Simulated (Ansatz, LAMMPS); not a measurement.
## Electronic structure of glassy 69SiO2-19Al2O3-6SrO-6Li2O (mol %) (106 atoms)

Aim: energy, forces, charges and density of states of glassy 69SiO2-19Al2O3-6SrO-6Li2O (mol %) (106 atoms) at a fixed geometry.

Method: Kohn-Sham DFT, PBE, PAW (set soft_2), plane waves, in Ansatz 0.2.0.

## Step 1: The starting structure

The cell holds 106 atoms: 22 Si, 12 Al, 2 Sr, 4 Li and 66 O. Cell: a = 11.450 Å, b = 11.450 Å, c = 11.450 Å, α = 90.0°, β = 90.0°, γ = 90.0°. 106 atoms (22 Si, 12 Al, 2 Sr, 4 Li, 66 O) placed at random at 2.43 g/cm³, melted at 4000 K for 10 ps at fixed volume with the Morse and Coulomb pair potential with partial charges (Pedone, Malavasi, Menziani, Cormack and Segre, J. Phys. Chem. B 110, 11780 (2006)). Quenched from 4000 K to 300 K at 50 K/ps and fixed volume, held 5 ps.

Limits known from the start: The quench rate of 50 K/ps far exceeds what a furnace or splat quench reaches, so expect more defects and frozen-in strain than in a real sample. The network of bonds at the start is that of the classical potential that made the cell, and needn't be the one that DFT or experiment would give. The Brillouin zone is sampled at Γ only, in a cell whose shortest periodic width is 11 Å.

## Step 2: Making the structure

A classical potential supplies the starting structure, since it reaches far longer times than DFT.

This step: classical MD, Morse and Coulomb pair potential with partial charges (Pedone, Malavasi, Menziani, Cormack and Segre, J. Phys. Chem. B 110, 11780 (2006)) (LAMMPS 22 Jul 2025 - Update 4).

Input file in.lmp:

```
# melt-quench of Si22Al12Sr2Li4O66
units metal
atom_style charge
boundary p p p
region box block 0 11.4504 0 11.4504 0 11.4504
create_box 5 box
mass 1 28.0850   # Si
mass 2 26.9815   # Al
mass 3 87.6200   # Sr
mass 4 6.9400   # Li
mass 5 15.9990   # O
create_atoms 1 random 22 341389 NULL overlap 1.5 maxtry 2000
create_atoms 2 random 12 341396 NULL overlap 1.5 maxtry 2000
create_atoms 3 random 2 341403 NULL overlap 1.5 maxtry 2000
create_atoms 4 random 4 341410 NULL overlap 1.5 maxtry 2000
create_atoms 5 random 66 341417 NULL overlap 1.5 maxtry 2000
pair_style hybrid/overlay pedone 5.5 coul/long 8.0
pair_coeff * * coul/long
pair_coeff 1 5 pedone 0.340554 2.006700 2.100000 1   # Si-O
pair_coeff 2 5 pedone 0.361581 1.900442 2.164818 0.9   # Al-O
pair_coeff 3 5 pedone 0.019623 1.886000 3.328330 3   # Sr-O
pair_coeff 4 5 pedone 0.001114 3.429506 2.681360 1   # Li-O
pair_coeff 5 5 pedone 0.042395 1.379316 3.618701 22   # O-O
set type 1 charge 2.4
set type 2 charge 1.8
set type 3 charge 1.2
set type 4 charge 0.6
set type 5 charge -1.2
kspace_style pppm 1.0e-4
neigh_modify delay 0 every 1 check yes
thermo_style custom step time temp pe press density
thermo_modify norm yes
timestep 0.002
thermo 100
# [... 15 lines left out ...]
fix md all nvt temp 4000 300 0.2
run 37000 post no
unfix md
thermo 1250
fix md all nvt temp 300 300 0.2
run 2500 post no
unfix md
write_dump all custom glass.dump id type xs ys zs modify sort id
```

Command:

```console
> lmp -in in.lmp -log none -nocite
```

Numbers of over 12 decimals in the logs are rounded to 6 here.

The log of the run:

```text
LAMMPS (22 Jul 2025 - Update 4)
Created orthogonal box = (0 0 0) to (11.4504 11.4504 11.4504)
Created 22 atoms
Created 12 atoms
Created 2 atoms
Created 4 atoms
Created 66 atoms
PPPM initialization ...
  G vector (1/distance) = 0.37775061
  grid = 12 12 12
  estimated relative force accuracy = 7.1473619e-05
   Step          Time           Temp          PotEng         Press         Density
         0   0              0             -3.8408135      401469.76      2.4340228
        98   0.196          0             -15.208534     -27333.029      2.4340228
Loop time of 0.115921 s on 1 MPI rank(s) for 98 steps with 106 atoms
Minimization stats:
  Stopping criterion = energy tolerance
  Energy initial, next-to-last, final =
      -3.8408135334039  -15.2070140155166  -15.2085344342436
  Force two-norm initial, final = 284.14631 2.7403531
  Iterations, force evaluations = 98 128
   Step          Time           Temp          PotEng         Press         Density
[... 7 lines left out ...]
      2499   4.998          4253.6149     -14.682311      16947.966      2.4340228
      3332   6.664          4301.3124     -14.665926     -6218.7142      2.4340228
      4165   8.33           3960.6052     -14.672612      10903.336      2.4340228
      4998   9.996          3731.4282     -14.690406      12280.834      2.4340228
      5831   11.662         3975.7845     -14.70277       361.69207      2.4340228
[... 1 line left out ...]
Loop time of 3.82386 s on 1 MPI rank(s) for 5000 steps with 106 atoms
   Step          Time           Temp          PotEng         Press         Density
[... 12 lines left out ...]
Loop time of 28.7932 s on 1 MPI rank(s) for 37000 steps with 106 atoms
   Step          Time           Temp          PotEng         Press         Density
     43000   86             289.93899     -15.338891     -4970.8784      2.4340228
     43750   87.5           275.11091     -15.337624     -11992.66       2.4340228
     45000   90             307.859       -15.341184     -10064.96       2.4340228
     45500   91             245.8478      -15.337899     -2937.3329      2.4340228
Loop time of 3.12732 s on 1 MPI rank(s) for 2500 steps with 106 atoms
```

Elapsed: 37 s, on 1 thread of Arm Neoverse N1, shared host; peak memory 0.074 GiB.

## Step 3: Plane-wave single point

One self-consistent run at the given positions yields energy and forces.

Input file input.yaml:

```yaml
crystal:
  lattice:
    - [11.4504, 0.0, 0.0]
    - [0.0, 11.4504, 0.0]
    - [0.0, 0.0, 11.4504]
  atoms:
    - { symbol: Si, position: [0.61693, 0.62177, 0.51239] }
    - { symbol: Si, position: [0.06057, 0.02505, 0.7539] }
    - { symbol: Si, position: [0.60608, 0.85744, 0.65193] }
    - { symbol: Si, position: [0.03473, 0.28686, 0.49319] }
    - { symbol: Si, position: [0.71277, 0.96197, 0.95862] }
    - { symbol: Si, position: [0.01455, 0.50935, 0.81725] }
    - { symbol: Si, position: [0.30608, 0.34669, 0.45586] }
    - { symbol: Si, position: [0.1407, 0.26472, 0.85481] }
    - { symbol: Si, position: [0.08841, 0.65503, 0.05273] }
    - { symbol: Si, position: [0.02816, 0.68604, 0.599] }
    - { symbol: Si, position: [0.95122, 0.32843, 0.23096] }
    - { symbol: Si, position: [0.87527, 0.94466, 0.4003] }
    - { symbol: Si, position: [0.29682, 0.71882, 0.55012] }
    - { symbol: Si, position: [0.27823, 0.10889, 0.32482] }
    - { symbol: Si, position: [0.44251, 0.43191, 0.14678] }
    - { symbol: Si, position: [0.89847, 0.0569, 0.14646] }
    - { symbol: Si, position: [0.09374, 0.92338, 0.00031] }
    - { symbol: Si, position: [0.43516, 0.48941, 0.64901] }
    - { symbol: Si, position: [0.77945, 0.60277, 0.89612] }
    - { symbol: Si, position: [0.79874, 0.04885, 0.64218] }
    - { symbol: Si, position: [0.3504, 0.95886, 0.12051] }
    - { symbol: Si, position: [0.1099, 0.01582, 0.50258] }
    - { symbol: Al, position: [0.19437, 0.27668, 0.13432] }
    - { symbol: Al, position: [0.555, 0.44624, 0.88907] }
    - { symbol: Al, position: [0.40632, 0.59157, 0.34113] }
    - { symbol: Al, position: [0.84317, 0.66894, 0.40353] }
    - { symbol: Al, position: [0.63647, 0.19516, 0.80916] }
    - { symbol: Al, position: [0.36502, 0.69559, 0.08984] }
    - { symbol: Al, position: [0.36322, 0.97626, 0.64266] }
    - { symbol: Al, position: [0.86534, 0.56922, 0.15114] }
    - { symbol: Al, position: [0.57045, 0.7359, 0.90125] }
    - { symbol: Al, position: [0.85403, 0.83788, 0.75748] }
    - { symbol: Al, position: [0.45577, 0.05969, 0.88006] }
    - { symbol: Al, position: [0.36615, 0.2399, 0.69471] }
    - { symbol: Sr, position: [0.77562, 0.39729, 0.66703] }
    - { symbol: Sr, position: [0.62623, 0.79001, 0.22524] }
    - { symbol: Li, position: [0.67642, 0.49742, 0.31834] }
    - { symbol: Li, position: [0.11117, 0.50387, 0.25612] }
    - { symbol: Li, position: [0.68986, 0.36886, 0.13071] }
    - { symbol: Li, position: [0.37102, 0.804, 0.78166] }
    - { symbol: O, position: [0.55278, 0.40218, 0.22441] }
    - { symbol: O, position: [0.77103, 0.0364, 0.06812] }
    - { symbol: O, position: [0.33284, 0.69932, 0.41961] }
    - { symbol: O, position: [0.87015, 0.50412, 0.8357] }
    - { symbol: O, position: [0.15898, 0.24978, 0.98888] }
    - { symbol: O, position: [0.8892, 0.98969, 0.2685] }
    - { symbol: O, position: [0.40232, 0.82864, 0.14845] }
    - { symbol: O, position: [0.07246, 0.35871, 0.18031] }
    - { symbol: O, position: [0.62848, 0.05238, 0.88678] }
    - { symbol: O, position: [0.75084, 0.59275, 0.51026] }
    - { symbol: O, position: [0.35896, 0.59933, 0.61334] }
    - { symbol: O, position: [0.32507, 0.22293, 0.38979] }
    - { symbol: O, position: [0.33455, 0.12473, 0.61578] }
    - { symbol: O, position: [0.16228, 0.70783, 0.5736] }
    - { symbol: O, position: [0.04889, 0.58462, 0.93527] }
    - { symbol: O, position: [0.47876, 0.19219, 0.79722] }
    - { symbol: O, position: [0.33582, 0.83935, 0.61562] }
    - { symbol: O, position: [0.80788, 0.82209, 0.39438] }
    - { symbol: O, position: [0.5551, 0.60878, 0.38471] }
    - { symbol: O, position: [0.73892, 0.91798, 0.67313] }
    - { symbol: O, position: [0.3748, 0.36249, 0.58553] }
    - { symbol: O, position: [0.34214, 0.46164, 0.39136] }
    - { symbol: O, position: [0.80095, 0.61272, 0.02757] }
    - { symbol: O, position: [0.85613, 0.41891, 0.18433] }
    - { symbol: O, position: [0.32786, 0.35788, 0.15196] }
    - { symbol: O, position: [0.22344, 0.65607, 0.08579] }
    - { symbol: O, position: [0.79352, 0.62949, 0.26578] }
    - { symbol: O, position: [0.63776, 0.585, 0.882] }
    - { symbol: O, position: [0.42159, 0.57682, 0.18878] }
    - { symbol: O, position: [0.64103, 0.84023, 0.99617] }
    - { symbol: O, position: [0.91513, 0.19137, 0.18683] }
    - { symbol: O, position: [0.03169, 0.57605, 0.69451] }
    - { symbol: O, position: [0.08582, 0.94615, 0.86187] }
    - { symbol: O, position: [0.61352, 0.75121, 0.56562] }
    - { symbol: O, position: [0.00825, 0.60489, 0.15834] }
    - { symbol: O, position: [0.05304, 0.78882, 0.02396] }
    - { symbol: O, position: [0.49369, 0.43675, 0.01934] }
    - { symbol: O, position: [0.00231, 0.93393, 0.4501] }
    [... 22 atom lines left out ...]
    - { symbol: O, position: [0.00155, 0.99951, 0.06873] }
    - { symbol: O, position: [0.465, 0.45589, 0.77378] }
    - { symbol: O, position: [0.55836, 0.5232, 0.59334] }
    - { symbol: O, position: [0.81217, 0.03709, 0.50591] }
    - { symbol: O, position: [0.8176, 0.91946, 0.88721] }
    - { symbol: O, position: [0.65812, 0.3296, 0.85452] }
kpoints:
  mp_grid: { grid: [1, 1, 1] }
hamiltonian:
  xc: pbe
scf:
  occupations: { method: fixed }
output:
  forces: true
  stress: true
  populations: true
  dos:
    method: { smearing: { sigma: 0.15 } }
    de: 0.1
    projected: { site_lists: { Al: [Al], Li: [Li], O: [O], Si: [Si], Sr: [Sr] } }
  eigenvalues: true
  write_density: true
  write_potential: true
  volumetric_format: npy
```

Command:

```console
> ansatz run input.yaml --threads 8 --pin off --max-ram 15872MiB --backend cpu --events-out ev --progress --plain --runs-dir out
```

The log of the run:

```text
Engine: ansatz 0.2.0, aarch64-unknown-linux-gnu
Pseudopotentials: kind: paw
Pseudopotential: Si, paw, valence charge 4, recommended cutoff 420 eV (normal), Si.paw.azcp
Pseudopotential: Al, paw, valence charge 3, recommended cutoff 420 eV (normal), Al.paw.azcp
Pseudopotential: Sr, paw, valence charge 10, recommended cutoff 420 eV (normal), Sr.paw.azcp
Pseudopotential: Li, paw, valence charge 3, recommended cutoff 420 eV (normal), Li.paw.azcp
Pseudopotential: O, paw, valence charge 6, recommended cutoff 420 eV (normal), O.paw.azcp
[... 5 lines on functional and potentials left out ...]
Crystal: 106 atoms, lattice volume = 1501.281 Å³
Basis set: ecut = 420 eV, 29423 PW (Γ), exchange–correlation on 160×160×160 points (8 copies of the dense FFT grid, shifted against one another)
Bands: 382, of which v1, the nominal top of the filled ones, is band 276 counted from 1 (275 counted from 0)
Symmetry: 1 space group operations
Space group: P1 (ITA 1), of the structure as read, at distance tolerance 1.1e-4 Å
k-points: 1
[... 11 lines on functional and potentials left out ...]
Initial density: superposition of atomic densities (neutral atoms: chi_scale 0, normalization atom), corrected by the library's trained network
Initial wavefunctions: pseudopotential atomic-orbital guess
Functional: x = pbe(κ = 0.804, μ = 0.219515), c = pbe(β = 0.066725)
SCF iter   1: F=—  HF=-65913.997463 eV  |F-HF|=—  |Δ(HF+E_count)|=         —  Δρ=2.08e-3  dr2=1.34e-1  ethr=1.77e-3  ⟨swp⟩=6.0  Hψ=1524  notcnv=0  defer=103
preconditioner: auto → Resta (q_TF=auto, 2.309 Å⁻¹)  ε∞=3.0  [insulator: Δε(μ)=3.291 eV  Ē_g=15.756 eV  n_scr=304 (ndim 8)  ℏωp=22.3 eV  f_vac=0.191  ε∞_Penn≈3.0]
SCF iter   2: F=—  HF=-65913.989201 eV  |F-HF|=—  |Δ(HF+E_count)|=   8.26e-3  Δρ=1.12e-3  dr2=3.57e-2  ethr=2.42e-5  ⟨swp⟩=3.0  Hψ=644  notcnv=0  defer=104
SCF iter   3: F=—  HF=-65913.987426 eV  |F-HF|=—  |Δ(HF+E_count)|=   1.78e-3  Δρ=6.37e-4  dr2=9.08e-3  ethr=6.46e-6  ⟨swp⟩=4.0  Hψ=492  notcnv=0  defer=104
SCF iter   4: F=—  HF=-65913.985755 eV  |F-HF|=—  |Δ(HF+E_count)|=   1.67e-3  Δρ=2.02e-4  dr2=7.28e-4  ethr=1.64e-6  ⟨swp⟩=3.0  Hψ=490  notcnv=0  defer=104
SCF iter   5: F=—  HF=-65913.985781 eV  |F-HF|=—  |Δ(HF+E_count)|=   2.53e-5  Δρ=1.21e-4  dr2=1.88e-4  ethr=1.32e-7  ⟨swp⟩=2.0  Hψ=493  notcnv=0  defer=104
SCF iter   6: F=—  HF=-65913.985716 eV  |F-HF|=—  |Δ(HF+E_count)|=   6.50e-5  Δρ=3.24e-5  dr2=1.54e-5  ethr=3.40e-8  ⟨swp⟩=2.0  Hψ=554  notcnv=0  defer=104
SCF iter   7: F=—  HF=-65913.985737 eV  |F-HF|=—  |Δ(HF+E_count)|=   2.17e-5  Δρ=1.28e-5  dr2=2.65e-6  ethr=2.79e-9  ⟨swp⟩=2.0  Hψ=658  notcnv=0  defer=104
SCF iter   8: F=—  HF=-65913.985738 eV  |F-HF|=—  |Δ(HF+E_count)|=   1.06e-6  Δρ=9.62e-6  dr2=1.13e-6  ethr=4.80e-10  ⟨swp⟩=2.0  Hψ=554  notcnv=0  defer=104
SCF iter   9: F=-65913.985738 eV  HF=-65913.985738 eV  |F-HF|=1.78e-8  |Δ(HF+E_count)|=   2.22e-7  Δρ=1.95e-6  dr2=5.89e-8  ethr=1.81e-11  ⟨swp⟩=23.0  Hψ=4229  notcnv=0
SCF 1 converged in 9 iterations: F = -65913.985738 eV  dr2 = 5.89e-8
  greatest PAW one-centre occupation: 1.000 electrons in one spin orbital (limit 2), on the Li atom at site 37 (counted from 0), in its partial waves of l = 0
WARN: The input density's exchange-correlation potential varies sharply where the density is thin. Do not read a vacuum level from v_tot or v_xc, or from such a field of the output density. On a cell that repeats whose density bears no net charge and no dipole along the vacuum's axis use v_es (v_loc + v_h of the components); [...]
SCF converged after 9 iterations
Free energy (F): -65913.985738 eV
Harris-Foulkes:  -65913.985738 eV  (|F-HF|=1.78e-8)
Internal energy: -65913.985738 eV  (E = F + TS)
E sigma→0 (E₀):  -65913.985738 eV
Fermi energy:    3.347766 eV
--- Per-component energies (eV) ---
  E_band       = -2979.330167
  E_kinetic    = 13684.102691
  E_local      = -41894.633471  (includes V_loc(G=0)·N_el)
  E_nonlocal   = 4104.667194
  E_hartree    = 15926.813550
  E_xc         = -7015.611854
  E_vxc        = -8054.791535  (∫ρ·V_xc dr)
  E_paw        = -32870.533949  (= ΣΔE_a)
  E_vpaw       = -2672.468403  (= ΣTr[D̂ρ^β])
  E_aug_tail   = 0.169387  (compensation charges beyond the density's cutoff)
  E_ewald      = -17848.959287
  E_smearing   = -0.000000  (= −TS)
  E_closure    = 0.000000  (closes the sum)
  Σ components = -65913.985738   (vs F -65913.985738, Δ=0.00e0)
--- Forces (eV/Å), atoms counted from 1 ---
  atom   1  Si    -1.07852041     1.14993439     0.41991943
  atom   2  Si    -1.30421541     1.34940279    -2.66193757
  atom   3  Si     0.08800845     0.88636059     1.04255414
  atom   4  Si     2.38235377    -1.23571040    -2.01591589
  atom   5  Si    -0.24579335    -0.42892450     1.49265995
  atom   6  Si    -0.58763593     2.22563329     0.89389152
  atom   7  Si    -2.90316644    -1.24924201     0.13735784
  atom   8  Si     1.09992992     1.57040846    -0.81030845
  atom   9  Si    -0.20691346     0.65551829    -1.37285074
  atom  10  Si    -1.11161930    -0.96367958     0.18573691
  atom  11  Si    -0.65117391    -4.16289085     0.72508792
  atom  12  Si    -0.88229790     1.13248848     1.90003852
  atom  13  Si     0.89821550    -0.47066397     1.36548708
  atom  14  Si    -1.40204013     0.51186690    -1.53288775
[...]
atom 105  O      2.87534783    -0.74652387    -2.18491220
  atom 106  O      0.74731379     3.06872622     0.70085493
  max |Σ_I F_I| component: 1.47e-4 eV/Å
--- Stress (GPa, compression-positive) ---
        6.031280      -0.099811      -1.069918
       -0.099812       4.195484      -0.822667
       -1.069919      -0.822673       6.952721
  P = ⅓ Tr σ = 5.7265 GPa (57.265 kbar)
--- Band table (eV) ---
  k-point 0: bands = ["-42.1522", "-42.0824", "-41.9696", "-41.0354", [... 366 levels ...], "12.9344", "12.9772", "13.0190", "13.0638", "13.0850", "13.1374", "13.1736", "13.1994", "13.2420", "13.2962", "13.3204", "13.4009"]
--- Löwdin populations: 106 sites ---
  site symbol       q [e]
     0     Si      2.2939
     1     Si      2.1768
     2     Si      2.2436
[...]
105      O      6.9489
  spilling = 0.011953 (of n_electrons = 552.000000)
```

It took 34 s on 8 threads of Arm Neoverse N1, shared host; peak memory 2 GiB.

The column dr2 measures how far the density is from self-consistency, as an energy; F and HF (Harris–Foulkes) agree once it is small.

The program notes that the exchange-correlation potential is rough where the density is thin.

Read from the output:

- free energy: -65913.9857 eV
- free energy per atom: -621.8301 eV/atom
- SCF cycles: 9
- pressure: 5.726 GPa
- r.m.s. force component: 1.297 eV/Å
- longest force: 5.508 eV/Å
- Fermi energy: 3.348 eV
- gap (highest filled to lowest empty level): 3.018 eV
- spilling of the projection: 0.01195

Neighbours are counted within 2.12 Å (O-Si), 2.19 Å (O-Al), 2.33 Å (O-Li), 3.23 Å (O-Sr).

Length of the force by element and coordination:

| element | coordination | atoms | mean length of the force (eV/Å) | spread | least | most |
| --- | --- | --- | --- | --- | --- | --- |
| Al | all | 12 | 1.89 | 1.25 | 0.749 | 5.45 |
| Li | all | 4 | 0.57 | 0.221 | 0.216 | 0.779 |
| Li | 2 | 2 | 0.385 | 0.169 | 0.216 | 0.553 |
| Li | 3 | 2 | 0.755 | 0.0242 | 0.731 | 0.779 |
| O | all | 66 | 1.92 | 1.01 | 0.395 | 5.51 |
| O | 2 | 43 | 1.89 | 1.07 | 0.395 | 5.51 |
| O | 3 | 21 | 2.03 | 0.908 | 0.985 | 4.75 |
| O | 4 | 2 | 1.46 | 0.313 | 1.15 | 1.77 |
| Si | all | 22 | 2.42 | 1.13 | 0.822 | 5.49 |
| Sr | all | 2 | 0.980 | 0.459 | 0.521 | 1.44 |
| Sr | 5 | 1 | 0.521 | 0 | 0.521 | 0.521 |
| Sr | 6 | 1 | 1.44 | 0 | 1.44 | 1.44 |

Löwdin charges by element and coordination (they lack the spilled electrons, 0.062 e an atom on average):

| element | coordination | atoms | mean charge (e) | spread | least | most |
| --- | --- | --- | --- | --- | --- | --- |
| Al | all | 12 | 1.35 | 0.0212 | 1.32 | 1.39 |
| Li | all | 4 | 0.855 | 0.02 | 0.822 | 0.873 |
| Li | 2 | 2 | 0.863 | 0.0051 | 0.858 | 0.868 |
| Li | 3 | 2 | 0.847 | 0.0255 | 0.822 | 0.873 |
| O | all | 66 | -0.842 | 0.0569 | -1.01 | -0.755 |
| O | 2 | 43 | -0.824 | 0.0439 | -0.990 | -0.763 |
| O | 3 | 21 | -0.871 | 0.0594 | -1.01 | -0.755 |
| O | 4 | 2 | -0.945 | 0.044 | -0.989 | -0.901 |
| Si | all | 22 | 1.76 | 0.0322 | 1.71 | 1.82 |
| Sr | all | 2 | 1.86 | 0.0117 | 1.85 | 1.87 |
| Sr | 5 | 1 | 1.87 | 0 | 1.87 | 1.87 |
| Sr | 6 | 1 | 1.85 | 0 | 1.85 | 1.85 |

States in the cell by windows of 1 eV, zero at the Fermi level; the larger projections on atomic orbitals stand beside the total:

| from (eV) | to (eV) | total | O p | Si p |
| --- | --- | --- | --- | --- |
| -14 | -11 | 0.0 | 0.0 | 0.0 |
| -11 | -10 | 5.7 | 3.8 | 0.2 |
| -10 | -9 | 9.4 | 6.4 | 0.5 |
| -9 | -8 | 17.1 | 12.1 | 1.2 |
| -8 | -7 | 22.4 | 16.8 | 2.7 |
| -7 | -6 | 39.7 | 31.0 | 5.2 |
| -6 | -5 | 33.5 | 27.1 | 3.0 |
| -5 | -4 | 52.3 | 44.7 | 2.7 |
| -4 | -3 | 70.9 | 64.4 | 2.1 |
| -3 | -2 | 70.1 | 65.8 | 1.4 |
| -2 | -1 | 51.6 | 49.2 | 0.7 |
| -1 | 0 | 22.4 | 21.3 | 0.3 |
| 0 | 1 | 1.0 | 1.0 | 0.0 |
| 1 | 2 | 0.0 | 0.0 | 0.0 |
| 2 | 3 | 0.9 | 0.0 | 0.0 |
| 3 | 4 | 3.0 | 0.2 | 0.1 |
| 4 | 5 | 15.1 | 1.0 | 1.0 |

With fixed occupations the program's Fermi level is the highest filled level; weight inside the gap is the broadening of levels at its edges.

Between -26 and -14 eV lie 144 more states.

The levels nearest the highest filled one (over half full), pooled over k-points and spins:

| level less the highest filled one (eV) | occupation |
| --- | --- |
| -0.617 | 2 |
| -0.572 | 2 |
| -0.416 | 2 |
| -0.319 | 2 |
| -0.242 | 2 |
| 0 | 2 |
| 3.02 | 0 |
| 3.86 | 0 |
| 4.27 | 0 |
| 4.38 | 0 |
| 4.49 | 0 |
| 4.54 | 0 |

(Part 1 of 2 ends here.)

[Logs are printed without paths, hosts, clocks, repeated set-up lines and the standing remarks that a program may print on its own settings, such as how far it seeks lower states.]

[Hosts, paths, dates, database ids (printed as entryN), source tags and the programs' standing remarks are cut or masked in the printed files.]
